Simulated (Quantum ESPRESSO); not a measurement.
## Collinear magnetic orders of MnS with Quantum ESPRESSO

Does MnS prefer parallel or opposed moments, or none?

Main program and level: Quantum ESPRESSO 7.5; PBEsol; plane waves with GBRV 1.5 PBEsol potentials, no spin-orbit coupling.

Most raw output is cut from this account.

The database entry behind the starting cell differs from later determinations by our own check (an axis about 0.2 % short against later determinations), so it need not match the best structure at ambient conditions.

### 1. Starting point

It takes space group Fm-3m (No. 225, cubic). The conventional cell has a = 5.209 Å, b = 5.209 Å, c = 5.209 Å, α = 90.00°, β = 90.00°, γ = 90.00°. Nearest to Mn lie 6 S at 2.60 Å. S has 6 Mn at 2.60 Å nearest. Farther neighbours and most contacts between anions are not listed.

The cell comes from the Crystallography Open Database.

### 2. Run 1, typed as ferro +

The signs are those of the starting moments on the seeded atoms, the atoms that are given a moment.

The input, pw.in:

```
&CONTROL
  calculation = 'scf'
  prefix = 'pwscf'
  outdir = './tmp'
  pseudo_dir = './pseudo'
  disk_io = 'nowf'
/
&SYSTEM
  ibrav = 0
  celldm(1) = 8
  nat = 2
  ntyp = 2
  ecutwfc = 40
  ecutrho = 280
  nbnd = 19
  occupations = 'smearing'
  smearing = 'fd'
  degauss = 0.00367493
  nspin = 2
  starting_magnetization(1) = 0.3
  starting_magnetization(2) = 0
/
&ELECTRONS
  conv_thr = 4d-09
  electron_maxstep = 150
  mixing_beta = 0.3
/
ATOMIC_SPECIES
Mn     54.9380 mn_pbesol_v1.5.uspp.F.UPF
S      32.0600 s_pbesol_v1.4.uspp.F.UPF
CELL_PARAMETERS alat
   0.0000000000000    0.6152239614485    0.6152239614485
   0.6152239614485    0.0000000000000    0.6152239614485
   0.6152239614485    0.6152239614485    0.0000000000000
ATOMIC_POSITIONS crystal
Mn      0.0000000000    0.0000000000    0.0000000000
S       0.5000000000    0.5000000000    0.5000000000
K_POINTS automatic
6 6 6 0 0 0
```

On the command line:

```bash
$ OMP_NUM_THREADS=1 mpirun -n 4 pw.x -nk 4 -in pw.in > pw.out
```

The job ended after 4 s (4 MPI ranks of AMD EPYC 9R14 (Zen 4), shared host; peak memory 0.3 GiB; 15 s of CPU time).

Spin moment in the atom's sphere by atom:

| atom | spin moment in the atom's sphere (μB) |
| --- | --- |
| Mn1 | 4.17 |
| S2 | 0.13 |

Numbers from this step:

| Property | Result |
| --- | --- |
| smearing term TS | 0.005921 eV |
| magnetization | 4.647 μB |
| absolute magnetization | 4.647 μB |
| final state | ferromagnetic |

### 3. Run 2, typed as antiferro q=(0,1/2,1/2) +−

This order needs a doubled cell of 4 atoms. The wavevector q is in fractions of the reciprocal vectors of the crystal's primitive cell, as the cells of these inputs are built from it; moments change sign between cells as cos(2π q·R).

The input, pw.in:

```
&CONTROL
  calculation = 'scf'
  prefix = 'pwscf'
  outdir = './tmp'
  pseudo_dir = './pseudo'
  disk_io = 'nowf'
/
&SYSTEM
  ibrav = 0
  celldm(1) = 8
  nat = 4
  ntyp = 3
  ecutwfc = 40
  ecutrho = 280
  nbnd = 30
  occupations = 'smearing'
  smearing = 'fd'
  degauss = 0.00367493
  nspin = 2
  starting_magnetization(1) = 0.3
  starting_magnetization(2) = -0.3
  starting_magnetization(3) = 0
/
&ELECTRONS
  conv_thr = 8d-09
  electron_maxstep = 150
  mixing_beta = 0.3
/
ATOMIC_SPECIES
Mn1    54.9380 mn_pbesol_v1.5.uspp.F.UPF
Mn2    54.9380 mn_pbesol_v1.5.uspp.F.UPF
S      32.0600 s_pbesol_v1.4.uspp.F.UPF
CELL_PARAMETERS alat
   0.0000000000000    0.6152239614485    0.6152239614485
   1.2304479228970    0.0000000000000    1.2304479228970
   1.2304479228970    0.6152239614485    0.6152239614485
ATOMIC_POSITIONS crystal
Mn1     0.0000000000    0.0000000000    0.0000000000
Mn2     0.0000000000    0.5000000000    0.0000000000
S       0.5000000000    0.0000000000    0.5000000000
S       0.5000000000    0.5000000000    0.5000000000
K_POINTS automatic
6 3 6 0 0 0
```

The job ended after 18 s (4 MPI ranks; peak memory 0.59 GiB; 72 s of CPU time).

Spin moment in the atom's sphere by atom:

| atom | spin moment in the atom's sphere (μB) |
| --- | --- |
| Mn1 | 4.16 |
| Mn2 | -4.16 |
| S3 | -0.05 |
| S4 | 0.05 |

Numbers from this step:

```
smearing term TS       : 0.01439 eV
magnetization          : 0 μB
absolute magnetization : 9.053 μB
final state            : antiferromagnetic
```

### 4. Start 3: antiferro q=(0,0,1/2) +−

The cell is doubled to 4 atoms to hold this order.

pw.in: that of step 3 with these lines changed.

```diff
@@ -34,10 +34,10 @@
    0.0000000000000    0.6152239614485    0.6152239614485
-   1.2304479228970    0.0000000000000    1.2304479228970
-   1.2304479228970    0.6152239614485    0.6152239614485
+   0.6152239614485    0.0000000000000    0.6152239614485
+   1.2304479228970    1.2304479228970    0.0000000000000
 ATOMIC_POSITIONS crystal
 Mn1     0.0000000000    0.0000000000    0.0000000000
-Mn2     0.0000000000    0.5000000000    0.0000000000
-S       0.5000000000    0.0000000000    0.5000000000
-S       0.5000000000    0.5000000000    0.5000000000
+Mn2     0.0000000000    0.0000000000    0.5000000000
+S       0.5000000000    0.5000000000    0.2500000000
+S       0.5000000000    0.5000000000    0.7500000000
 K_POINTS automatic
-6 3 6 0 0 0
+6 6 3 0 0 0
```

Run time: 11 s. Hardware: 4 MPI ranks; peak memory 0.47 GiB; 42 s of CPU time.

Spin moment in the atom's sphere by atom:

| atom | spin moment in the atom's sphere (μB) |
| --- | --- |
| Mn1 | 4.15 |
| Mn2 | -4.15 |
| S3 | 0.00 |
| S4 | 0.00 |

This step gave:

| Property | Result |
| --- | --- |
| smearing term TS | 5.67e-6 eV |
| magnetization | 0 μB |
| absolute magnetization | 8.89 μB |
| final state | antiferromagnetic |

### 5. Run 4, typed as no spin polarisation

The input, pw.in:

```
&CONTROL
  calculation = 'scf'
  prefix = 'pwscf'
  outdir = './tmp'
  pseudo_dir = './pseudo'
  disk_io = 'nowf'
/
&SYSTEM
  ibrav = 0
  celldm(1) = 8
  nat = 2
  ntyp = 2
  ecutwfc = 40
  ecutrho = 280
  nbnd = 17
  occupations = 'smearing'
  smearing = 'fd'
  degauss = 0.00367493
/
&ELECTRONS
  conv_thr = 4d-09
  electron_maxstep = 150
  mixing_beta = 0.3
/
ATOMIC_SPECIES
Mn     54.9380 mn_pbesol_v1.5.uspp.F.UPF
S      32.0600 s_pbesol_v1.4.uspp.F.UPF
CELL_PARAMETERS alat
   0.0000000000000    0.6152239614485    0.6152239614485
   0.6152239614485    0.0000000000000    0.6152239614485
   0.6152239614485    0.6152239614485    0.0000000000000
ATOMIC_POSITIONS crystal
Mn      0.0000000000    0.0000000000    0.0000000000
S       0.5000000000    0.5000000000    0.5000000000
K_POINTS automatic
6 6 6 0 0 0
```

The job ended after 3 s (4 MPI ranks; peak memory 0.31 GiB).

This step gave:

* smearing term TS: 0.08082 eV
* final state: non-magnetic (no spin polarisation)

### 6. Ranking

An order is kept where moments of 0.15 μB or more survive with the typed signs; meshes match where a doubled cell samples the same k points as the first cell.

Orders:

| start | final state | typed order kept | energy over the lowest (meV a seeded atom) | largest site moment (μB) | net moment (μB a cell of the first run) | mesh matched | CPU time (s) |
| --- | --- | --- | --- | --- | --- | --- | --- |
| ferro + | ferromagnetic | yes | 102.1 | 4.166 | 4.647 | yes | 14.63 |
| antiferro q=(0,1/2,1/2) +- | antiferromagnetic | yes | 86.05 | 4.157 | 0 | yes | 72.05 |
| antiferro q=(0,0,1/2) +- | antiferromagnetic | yes | 0 | 4.152 | 0 | yes | 42.03 |
| no spin polarisation | non-magnetic | - | 2277 | 0 | 0 | yes | 10.71 |

### 7. Energy mapping

E = −Σ J e·e over ordered pairs of unit vectors, so each pair counts twice. As many shells are taken as there are differences of energy, so the couplings are solved for and no residual tests the model; further shells are folded in, and shells whose pairs keep their relative signs in all orders cancel and are not probed. Couplings from the energies:

| pair | distance (Å) | neighbours an atom | J (meV) |
| --- | --- | --- | --- |
| Mn-Mn | 3.683 | 12 | -1.005 |
| Mn-Mn | 5.209 | 6 | -7.505 |

### 8. What came out

| Quantity | Value |
| --- | --- |
| lowest state found | antiferromagnetic (from antiferro q=(0,0,1/2) +-) |
| largest site moment | 4.15 μB |
| next state with moments | antiferromagnetic, 86.0 meV a seeded atom higher |
| state without moments | 2277 meV a seeded atom higher |
| J of the weightiest shell (Mn-Mn, 5.21 Å; E = −Σ J e·e, ordered pairs) | -7.51 meV |

Forming the moments gains more than four times the spread of the orders, as local moments do. The largest moment changes by 0.36 % between the kept orders, as for well localised moments. This is the lowest of 4 collinear or spinless starts, no proof of the ground state. No Hubbard term acts here. In such compounds local and semilocal functionals without one often delocalise the d electrons, and can shrink or lose moments and miss the size, sign and order of the couplings.

[Logs and program files are shortened in this print: banners, set-up blocks, solver, clock and traceback lines can be left out without a mark of their own.]

[Logs are printed without paths, hosts, clocks, repeated set-up lines and the standing remarks that a program may print on its own settings, such as how far it seeks lower states.]

[Hosts, paths, dates, database ids (printed as entryN), source tags and the programs' standing remarks are cut or masked in the printed files.]

[Where a cell is said to come from a database of computed structures, the database is the Materials Project.]
